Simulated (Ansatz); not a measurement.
# NaSrSCl, from a guessed structure to a relaxed one, part 2 of 2

This structure for NaSrSCl is made up. Its elements were placed in a known structure type with a cell scaled to their sizes. What cell does the guess relax to, and how far off was it?

Ansatz 0.2.0; DFT, PBE, plane-wave PAW, files of the set soft_1, scalar-relativistic, no spin, cell and ions relaxed at zero pressure; PAW set soft_1 (the session's first sound run).

So far: The starting structure; Relaxing cell and atoms. The relaxed cell has a = 4.504, c = 10.064 Å (conventional setting).

## Step 3: Bands of the relaxed cell

With the geometry fixed, one more self-consistent run, with a narrower smearing and the mesh shown in its input, gives the bands, and its pressure, and its forces where symmetry allows any, show how far the geometry depends on these settings.

This step: DFT, PBE, plane-wave PAW, files of the set soft_1, scalar-relativistic, no spin, bands and density of states at the relaxed cell; PAW set soft_1 (Ansatz 0.2.0).

input.yaml reads:

```yaml
crystal:
  lattice:
    - [4.5043118917, 0.0, 0.0]
    - [0.0, 4.5043118917, 0.0]
    - [0.0, 0.0, 10.0636494156]
  atoms:
    - { symbol: Sr, position: [0.5, 0.0, 0.1829236354] }
    - { symbol: Sr, position: [0.0, 0.5, 0.8170763646] }
    - { symbol: Cl, position: [0.0, 0.0, 0.0] }
    - { symbol: Cl, position: [0.5, 0.5, 0.0] }
    - { symbol: S, position: [0.5, 0.0, 0.6677960892] }
    - { symbol: S, position: [0.0, 0.5, 0.3322039108] }
    - { symbol: Na, position: [0.0, 0.0, 0.5] }
    - { symbol: Na, position: [0.5, 0.5, 0.5] }
kpoints:
  mp_grid: { grid: [8, 8, 4] }
  band_path:
    path:
      - [[0.0, 0.0, 0.0], [0.0, 0.5, 0.0], [0.5, 0.5, 0.0], [0.0, 0.0, 0.0], [0.0, 0.0, 0.5], [0.0, 0.5, 0.5], [0.5, 0.5, 0.5], [0.0, 0.0, 0.5]]
      - [[0.0, 0.5, 0.0], [0.0, 0.5, 0.5]]
      - [[0.5, 0.5, 0.0], [0.5, 0.5, 0.5]]
    npoints: 8
scf:
  occupations: { method: fermi_dirac, width: 0.03 }
  n_extra_bands: 12
hamiltonian:
  xc: pbe
  pseudopotentials: { kind: paw, azcp: { folder: soft_1 } }
output:
  forces: true
  stress: true
  write_bands: true
  dos: { projected: true }
  write_density: true
  write_potential: true
  elf: true
  volumetric_format: npy
```

Launch:

```bash
> ansatz run input.yaml --threads 4 --pin off --max-ram 10240MiB --backend cpu --events-out ev --progress --plain --runs-dir out
```

Numbers of over 12 decimals in the logs are rounded to 6 here.

Log:

```text
[...]
Crystal: 8 atoms, lattice volume = 204.180 Å³
Basis set: ecut = 420 eV, 4009 PW (Γ), exchange–correlation on 64×64×144 points (8 copies of the dense FFT grid, shifted against one another)
Bands: 44, of which v1, the nominal top of the filled ones, is band 32 counted from 1 (31 counted from 0)
Symmetry: 16 space group operations
[...]
k-points: 45 of 256
[...]
SCF iter   1: F=—  HF=-14046.381382 eV  |F-HF|=—  |Δ(HF+E_count)|=         —  Δρ=8.88e-2  dr2=9.93e1  ethr=3.10e-3  ⟨swp⟩=10.1  Hψ=11744  notcnv=0  defer=16
[...]
SCF iter  14: F=-14037.939694 eV  HF=-14037.939694 eV  |F-HF|=2.13e-8  |Δ(HF+E_count)|=   1.55e-7  Δρ=2.71e-6  dr2=4.70e-8  ethr=1.56e-10  ⟨swp⟩=23.1  Hψ=20145  notcnv=0
SCF 1 converged in 14 iterations: F = -14037.939694 eV  dr2 = 4.70e-8
[...]
NSCF: frozen V_eff on 75 k-points
SCF converged after 14 iterations
Free energy (F): -14037.939694 eV
[...]
Internal energy: -14037.939694 eV  (E = F + TS)
E sigma→0 (E₀):  -14037.939694 eV
Fermi energy:    5.607212 eV
[...]
--- Forces (eV/Å), atoms counted from 1 ---
  atom   1  Sr     0.00000000     0.00000000     0.00110362
  atom   2  Sr     0.00000000     0.00000000    -0.00110362
  atom   3  Cl     0.00000000     0.00000000    -0.00000000
  atom   4  Cl     0.00000000     0.00000000    -0.00000000
  atom   5  S      0.00000000     0.00000000    -0.00585455
  atom   6  S      0.00000000     0.00000000     0.00585455
  atom   7  Na     0.00000000     0.00000000    -0.00000000
  atom   8  Na     0.00000000     0.00000000     0.00000000
  max |Σ_I F_I| component: 6.94e-18 eV/Å
--- Stress (GPa, compression-positive) ---
        0.027716       0.000000       0.000000
        0.000000       0.027716       0.000000
        0.000000       0.000000      -0.023978
  P = ⅓ Tr σ = 0.0105 GPa (0.105 kbar)
--- Band table (eV; the first three rows and the last of 45) ---
  k-point 0: bands = [... 28 lower, 3.9036, 4.1768, 4.1768, 4.2509, 6.8754, 7.4834, 8.2785, 9.2266, ... 8 higher]
  k-point 1: bands = [... 28 lower, 3.9283, 4.0757, 4.1557, 4.1557, 7.0863, 7.5650, 8.3345, 9.0746, ... 8 higher]
  k-point 2: bands = [... 28 lower, 3.9586, 3.9586, 4.1289, 4.1289, 7.3229, 7.6606, 8.4020, 8.8892, ... 8 higher]
  k-point 44: bands = [... 28 lower, 3.5302, 3.5302, 3.8536, 3.8536, 7.7874, 7.7874, 10.0163, 10.0163, ... 8 higher]
```

The job ended after 14 s (4 threads of Arm Neoverse V1, shared host; peak memory 0.79 GiB; 53 s of CPU time).

The column dr2 measures how far the density is from self-consistency, as an energy; F and HF (Harris–Foulkes) agree once it is small.

Numbers from this step:

* free energy: -14037.9397 eV
* Fermi energy: 5.607 eV
* pressure: 0.01048 GPa
* gap on the k-mesh: 2.624 eV

From bands.tsv. The electronic bands at the labelled points (eV, zero at the valence top; v1 is the highest filled band, c1 the lowest empty one):

```csv
point,v4,v3,v2,v1,c1,c2,c3,c4
Γ,-0.35,-0.08,-0.08,0.00,2.62,3.23,4.02,4.97
halfway,-0.59,-0.30,-0.10,-0.05,3.57,3.90,4.69,4.96
X,-0.31,-0.31,-0.19,-0.19,4.21,4.21,4.83,4.83
halfway,-0.63,-0.63,-0.33,-0.33,4.07,4.07,5.17,5.17
M,-0.72,-0.72,-0.44,-0.44,3.78,3.78,5.41,5.41
halfway,-0.74,-0.51,-0.45,-0.11,4.03,4.08,5.02,5.14
Γ,-0.35,-0.08,-0.08,0.00,2.62,3.23,4.02,4.97
halfway,-0.33,-0.18,-0.10,-0.10,2.83,3.31,4.08,4.82
Z,-0.30,-0.30,-0.13,-0.13,3.07,3.41,4.15,4.64
halfway,-0.34,-0.26,-0.14,-0.11,3.60,4.00,4.42,4.87
R,-0.22,-0.22,-0.18,-0.18,4.17,4.17,4.68,4.68
halfway,-0.68,-0.68,-0.31,-0.31,4.02,4.02,5.37,5.37
A,-0.72,-0.72,-0.40,-0.40,3.53,3.53,5.76,5.76
halfway,-0.73,-0.56,-0.33,-0.14,3.91,4.20,4.95,5.06
Z,-0.30,-0.30,-0.13,-0.13,3.07,3.41,4.15,4.64
jump to X,-0.31,-0.31,-0.19,-0.19,4.21,4.21,4.83,4.83
halfway,-0.26,-0.26,-0.18,-0.18,4.19,4.19,4.75,4.75
R,-0.22,-0.22,-0.18,-0.18,4.17,4.17,4.68,4.68
jump to M,-0.72,-0.72,-0.44,-0.44,3.78,3.78,5.41,5.41
halfway,-0.72,-0.72,-0.42,-0.42,3.65,3.65,5.59,5.59
A,-0.72,-0.72,-0.40,-0.40,3.53,3.53,5.76,5.76
```

Counts of states for the cell as run, both spins, by energy window (eV from the valence-band top):

```csv
from,to,total
-8,-7,0.00
-7,-6,0.00
-6,-5,0.00
-5,-4,0.02
-4,-3,4.26
-3,-2,4.65
-2,-1,5.96
-1,0,9.10
0,1,0.00
1,2,0.00
2,3,0.03
3,4,2.07
4,5,4.25
5,6,7.71
6,7,8.70
```

Below -8 eV lie 40.0 more states.

Valence density in the ac plane at fractional y = 0.000, with atoms of Sr and Cl and S and Na within 0.2 Å of it. It is the smooth field of the valence electrons, not physical close to the nuclei.

Ten steps, logarithmic in the rise over the least value, from '_' (0 e/Å³) to '@' (19 e/Å³), each cell a mean:
```
======::..__________..--====
==--::..______________::--==
::....__________________..::
____________________________
____________......__________
________..::::--::::..______
______..::--==------::..____
______..--==--::----::..____
______..------------::..____
....__..::--------::....__..
**++..__....::::::......--**
@@%%--________________..++@@
@@##--________________..++%%
==::____________________..--
____________________________
____________________________
____________......__________
________..--======::..______
______..--++++++++==::______
______..--++++++++==::______
....__..::==++++++==::......
--::::....::------::....::--
====--::..__....____..::====
--====::..__________..--====
```
Columns run along a (4.5 Å), rows up along c (10.1 Å). Atoms in or near the plane, at fractional coordinates: Sr at (0.50, 0.18), Cl at (0.00, 0.00), S at (0.50, 0.67), Na at (0.00, 0.50).

Electrostatic potential energy in the ac plane at fractional y = 0.000, with atoms of Sr and Cl and S and Na within 0.2 Å of it. With pseudopotentials it is smooth inside the atoms' cores, unlike the true potential.

Values in eV, 24 rows by 14 columns, each cell a mean:
```
-35 -32 -16   5   8   9   9   9   9   9   8  -1 -24 -34
-19 -11   2   8   9  10  10  10  10  10   9   6  -3 -15
  5   6   8   9  10  10  10  10  10  10  10   9   7   6
  8   8   9   9  10  10  10  10  10  10  10   9   9   8
  8   8   9   9  10  10   9   9   9  10  10   9   9   8
  8   9   9   9   8   5   0  -2   2   7   9   9   9   8
  9   9   9   8   3 -14 -30 -32 -25  -6   6   9   9   9
  9   9   9   7  -4 -30 -30 -25 -35 -19   2   8   9   9
  7   8   8   7  -1 -24 -34 -32 -34 -14   3   8   8   7
  2   4   6   7   5  -2 -14 -18 -10   2   7   7   5   3
-37 -19   0   6   7   7   6   6   7   8   7   4  -6 -27
-79 -55 -11   4   7   8   9   9   9   8   6   1 -26 -70
-67 -42  -6   4   7   8   8   9   8   8   6   2 -18 -55
-12  -4   3   6   7   7   8   8   8   7   6   5   1  -7
  5   6   6   7   7   7   7   7   7   7   7   7   6   5
  8   8   8   7   6   5   5   4   5   6   6   7   8   8
  9   8   7   6   4   1  -1  -2  -1   2   5   7   8   8
  8   8   6   3  -2 -11 -26 -31 -20  -6   0   5   7   8
  8   7   5   0 -10 -48 -77 -80 -72 -28  -5   3   6   8
  8   7   5  -1 -15 -64 -80 -80 -80 -41  -7   2   6   8
  7   7   6   1  -7 -36 -68 -73 -60 -21  -3   4   6   7
 -2   1   5   4   1  -6 -15 -19 -11  -3   2   5   4   0
-30 -24  -7   5   5   4   2   1   3   5   6   2 -14 -28
-36 -34 -20   3   7   8   7   7   7   8   7  -4 -28 -35
```
Columns run along a (4.5 Å; values clipped at the 3rd and 97th percentile), rows up along c (10.1 Å). Atoms in or near the plane, at fractional coordinates: Sr at (0.50, 0.18), Cl at (0.00, 0.00), S at (0.50, 0.67), Na at (0.00, 0.50).

ELF in the ac plane at fractional y = 0.000, with atoms of Sr and Cl and S and Na within 0.2 Å of it. It is the smooth field of the valence electrons, not physical close to the nuclei.

Values, 24 rows by 14 columns, each cell a mean:
```
0.51 0.73 0.85 0.78 0.48 0.11 0.02 0.01 0.03 0.23 0.62 0.84 0.82 0.64
0.84 0.84 0.81 0.62 0.29 0.05 0.01 0.01 0.02 0.12 0.42 0.72 0.83 0.85
0.75 0.69 0.54 0.26 0.08 0.02 0.02 0.02 0.02 0.03 0.13 0.39 0.61 0.72
0.32 0.25 0.13 0.05 0.06 0.13 0.22 0.24 0.19 0.10 0.05 0.07 0.18 0.29
0.05 0.05 0.06 0.18 0.38 0.58 0.67 0.69 0.65 0.51 0.31 0.12 0.05 0.05
0.04 0.09 0.26 0.56 0.74 0.83 0.86 0.86 0.85 0.80 0.69 0.44 0.18 0.06
0.06 0.18 0.49 0.75 0.84 0.85 0.68 0.59 0.77 0.86 0.82 0.67 0.36 0.11
0.07 0.22 0.56 0.79 0.85 0.69 0.15 0.04 0.35 0.80 0.84 0.72 0.43 0.13
0.03 0.11 0.42 0.75 0.84 0.77 0.36 0.22 0.54 0.83 0.82 0.65 0.28 0.06
0.14 0.07 0.09 0.48 0.78 0.85 0.83 0.82 0.85 0.84 0.71 0.28 0.06 0.10
0.53 0.45 0.16 0.11 0.50 0.76 0.82 0.83 0.80 0.69 0.34 0.06 0.28 0.51
0.33 0.51 0.41 0.05 0.17 0.51 0.65 0.67 0.62 0.38 0.08 0.15 0.52 0.45
0.45 0.55 0.38 0.04 0.05 0.20 0.34 0.36 0.30 0.13 0.03 0.14 0.49 0.52
0.40 0.30 0.10 0.02 0.03 0.06 0.10 0.10 0.09 0.05 0.02 0.03 0.17 0.35
0.04 0.03 0.02 0.03 0.03 0.03 0.02 0.02 0.03 0.03 0.03 0.02 0.02 0.03
0.04 0.04 0.05 0.04 0.02 0.02 0.03 0.03 0.02 0.02 0.03 0.04 0.05 0.04
0.06 0.05 0.04 0.03 0.07 0.24 0.42 0.47 0.36 0.16 0.05 0.03 0.04 0.05
0.04 0.03 0.02 0.10 0.43 0.76 0.83 0.84 0.82 0.66 0.28 0.04 0.03 0.04
0.03 0.02 0.03 0.28 0.74 0.84 0.62 0.49 0.74 0.84 0.61 0.10 0.02 0.02
0.12 0.07 0.04 0.31 0.77 0.81 0.32 0.11 0.56 0.84 0.65 0.11 0.05 0.10
0.56 0.45 0.20 0.15 0.56 0.83 0.73 0.66 0.80 0.77 0.38 0.10 0.30 0.51
0.83 0.81 0.67 0.26 0.18 0.48 0.72 0.76 0.66 0.34 0.15 0.44 0.75 0.83
0.76 0.84 0.87 0.68 0.25 0.07 0.14 0.17 0.11 0.10 0.40 0.81 0.87 0.81
0.28 0.64 0.86 0.82 0.50 0.10 0.02 0.01 0.03 0.22 0.65 0.86 0.82 0.50
```
Columns run along a (4.5 Å), rows up along c (10.1 Å). Atoms in or near the plane, at fractional coordinates: Sr at (0.50, 0.18), Cl at (0.00, 0.00), S at (0.50, 0.67), Na at (0.00, 0.50).

## Step 4: Outcome

| Quantity | Value |
| --- | --- |
| space group, relaxed | P4/nmm |
| conventional cell | a = 4.504, b = 4.504, c = 10.064 Å; α = 90.0°, β = 90.0°, γ = 90.0° |
| volume per atom | 25.52 Å³ (guess 22.79) |

What this shows: NaSrSCl relaxes to P4/nmm with a = 4.504, b = 4.504 and c = 10.064 Å. The guessed volume was 11 % too small. The space group P4/nmm was held in the relaxation, so the end point is a stationary structure within it and may be a saddle against distortions or other arrangements. It has an indirect Kohn–Sham gap of 2.62 eV, which semilocal functionals understate. On the 8×8×4 mesh with the narrower smearing (relaxed on 6×6×3) the largest force component is 0.006 eV/Å and the largest stress component is 0.028 GPa, within the relaxation's thresholds of 0.015 eV/Å and 0.05 GPa. The cutoff wasn't tested. No dispersion term is used, so weakly bound directions may come out too long. Nothing here tests whether the compound is stable against decomposition.

[Logs are printed without paths, hosts, clocks, repeated set-up lines and the standing remarks that a program may print on its own settings, such as how far it seeks lower states.]

[Hosts, paths, dates, database ids (printed as entryN), source tags and the programs' standing remarks are cut or masked in the printed files.]
